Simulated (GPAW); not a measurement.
**free-standing triangular Ni monolayer, spacing 2.356 A: anisotropy with GPAW**

Aim: the anisotropy of free-standing triangular Ni monolayer, spacing 2.356 A from the Kohn–Sham states of one collinear run.

Method: LDA; plane waves with GPAW's PAW setups, scalar-relativistic, in GPAW 26.7.0.

This is a report of a sequence of runs, with the program logs left out and the cost of each run kept.

### 1. Starting point

The cell holds 1 atom: 1 Ni. Cell: a = 2.356 Å, b = 2.356 Å, c = 14.000 Å, α = 90.0°, β = 90.0°, γ = 120.0°. model lattice. Vacuum lies along c.

### 2. Self-consistent state

All later steps read the density of this run.

order1.py reads:

```python
import json
import numpy as np
from ase import Atoms
from ase.parallel import paropen, parprint
from gpaw import GPAW

atoms = Atoms(['Ni'],
    cell=[[2.356, 0.0, 0.0],
         [-1.178, 2.040356, 0.0],
         [0.0, 0.0, 14.0]],
    scaled_positions=[[0.0, 0.0, 0.5]],
    pbc=True,
    magmoms=[1.0])
atoms.calc = GPAW(mode={'name': 'pw', 'ecut': 550},
    xc='LDA',
    kpts={'size': (14, 14, 1), 'gamma': True},
    occupations={'name': 'fermi-dirac', 'width': 0.1},
    convergence={'density': 1e-05, 'energy': 1e-05},
    maxiter=200,
    symmetry={'tolerance': 1e-4},
    txt='order1.txt')
e = atoms.get_potential_energy(force_consistent=True)
res = {'free_energy': e, 'energy_sigma0': atoms.get_potential_energy(), 'fermi_energy': atoms.calc.get_fermi_level()}
res['moments'] = atoms.get_magnetic_moments().tolist()
res['total'] = atoms.get_magnetic_moment()
parprint('site moments (muB):', np.round(res['moments'], 3))
parprint(f"total moment: {res['total']:.3f} muB")
parprint(f'free energy: {e:.6f} eV')
atoms.calc.write('order1.gpw')
with paropen('results.json', 'w') as f:
    json.dump(res, f)
```

Launch:

```sh
OMP_NUM_THREADS=1 mpirun -n 2 gpaw python order1.py > order1.log
```

It took 8.4 s on 2 MPI ranks of Intel Xeon 6975P-C (Granite Rapids), shared host; peak memory 0.39 GiB.

Read from the output:

```yaml
magnetization: 0.8307 μB
final_state: ferromagnetic
largest_moment: 0.8579 μB
```

After 14 cycles the largest moment stands at 0.858 μB.

### 3. Non-self-consistent run

The steps that follow sum over empty states, which the ground-state run does not converge; 15 states a spin are converged here at the frozen density and written with their wave functions.

It starts from the saved density of the lowest of the states tried.

nscf.py reads:

```python
from gpaw import GPAW

calc = GPAW('order1.gpw').fixed_density(
    kpts={'size': (14, 14, 1), 'gamma': True},
    nbands=19,
    convergence={'bands': 15, 'eigenstates': 1e-9},
    eigensolver='ppcg',
    parallel={'domain': 1},
    txt='nscf.txt')
calc.write('nscf.gpw', mode='all')
```

Launch:

```sh
OMP_NUM_THREADS=1 mpirun -n 2 gpaw python nscf.py > nscf.log
```

Wall time 8 s (2 MPI ranks); peak memory 0.42 GiB; 16 s of CPU time.

### 4. Magnetocrystalline anisotropy

Spin–orbit coupling is added in the basis of the saved states for each direction of the moments. The change in the band energy is the anisotropy energy, with no new self-consistent run.

anisotropy.py reads:

```python
import json
import numpy as np
from ase.parallel import paropen, parprint
from gpaw import GPAW
from gpaw.spinorbit import soc_eigenstates

calc = GPAW('nscf.gpw')
angles = [[0.0, 0.0], [90.0, 0.0], [90.0, 90.0]]  # theta, phi in degrees
res = {'rows': []}
for scale in [1.0]:
    e0 = None
    for theta, phi in angles:
        soc = soc_eigenstates(calc, n2=15, scale=scale, theta=theta, phi=phi)
        e = soc.calculate_band_energy()
        e0 = e if e0 is None else e0
        orbital = soc.get_orbital_magnetic_moments()
        res['rows'].append([scale, theta, phi, 1000 * (e - e0), orbital.tolist()])
        parprint(f'scale {scale} theta {theta:6.1f} phi {phi:6.1f}  dE = {1000 * (e - e0):9.4f} meV  |L| =', np.round(np.linalg.norm(orbital, axis=1), 4))
with paropen('results.json', 'w') as f:
    json.dump(res, f)
```

Launch:

```sh
OMP_NUM_THREADS=1 mpirun -n 2 gpaw python anisotropy.py > anisotropy.log
```

Wall time 3.2 s (2 MPI ranks); peak memory 0.34 GiB; 5.9 s of CPU time.

Directions, in the order of the table: the normal; the first cell vector; the in-plane normal to it.

Theta from the Cartesian z axis, phi from x; spin up lies along the direction. Anisotropy, by row:

| spin-orbit scale | theta (degrees) | phi (degrees) | energy less the first direction's (meV a cell) | orbital moment of atom 1 along the direction (μB) | sum of orbital moments along the direction (μB a cell) |
| --- | --- | --- | --- | --- | --- |
| 1 | 0 | 0 | 0 | 0.06512 | 0.06512 |
| 1 | 90 | 0 | -1.955 | 0.1669 | 0.1669 |
| 1 | 90 | 90 | -1.956 | 0.1669 | 0.1669 |

### 5. Outcome

- state: ferromagnetic
- largest site moment: 0.858 μB
- spread of the directions' energies: 1.96 meV a cell
- easiest direction tried: the plane normal to the layer's normal

**Reading.** About the ferromagnetic state the directions differ by 1.96 meV a cell, with the plane normal to the layer's normal easiest. No opposed order was compared. The anisotropy comes from the force theorem at a frozen potential; it needs a check on a finer mesh, and shape anisotropy is not in it.

[Long decimals in the printed logs are rounded to 6 places.]

[Logs and program files are shortened in this print: banners, set-up blocks, solver, clock and traceback lines can be left out without a mark of their own.]

[Logs are printed without paths, hosts, clocks, repeated set-up lines and the standing remarks that a program may print on its own settings, such as how far it seeks lower states.]

[Hosts, paths, dates, database ids (printed as entryN), source tags and the programs' standing remarks are cut or masked in the printed files.]

[Where the starting crystal was built by hand or by swapping elements, it need not be the compound's stable phase.]

[Where a cell is said to come from a database of computed structures, the database is the Materials Project.]

[Runs that the program refused, that were killed for memory or that had too few empty states are not shown or counted.]

[Lattice constants of own cells that a recipe calls measured were typed without a cited source.]
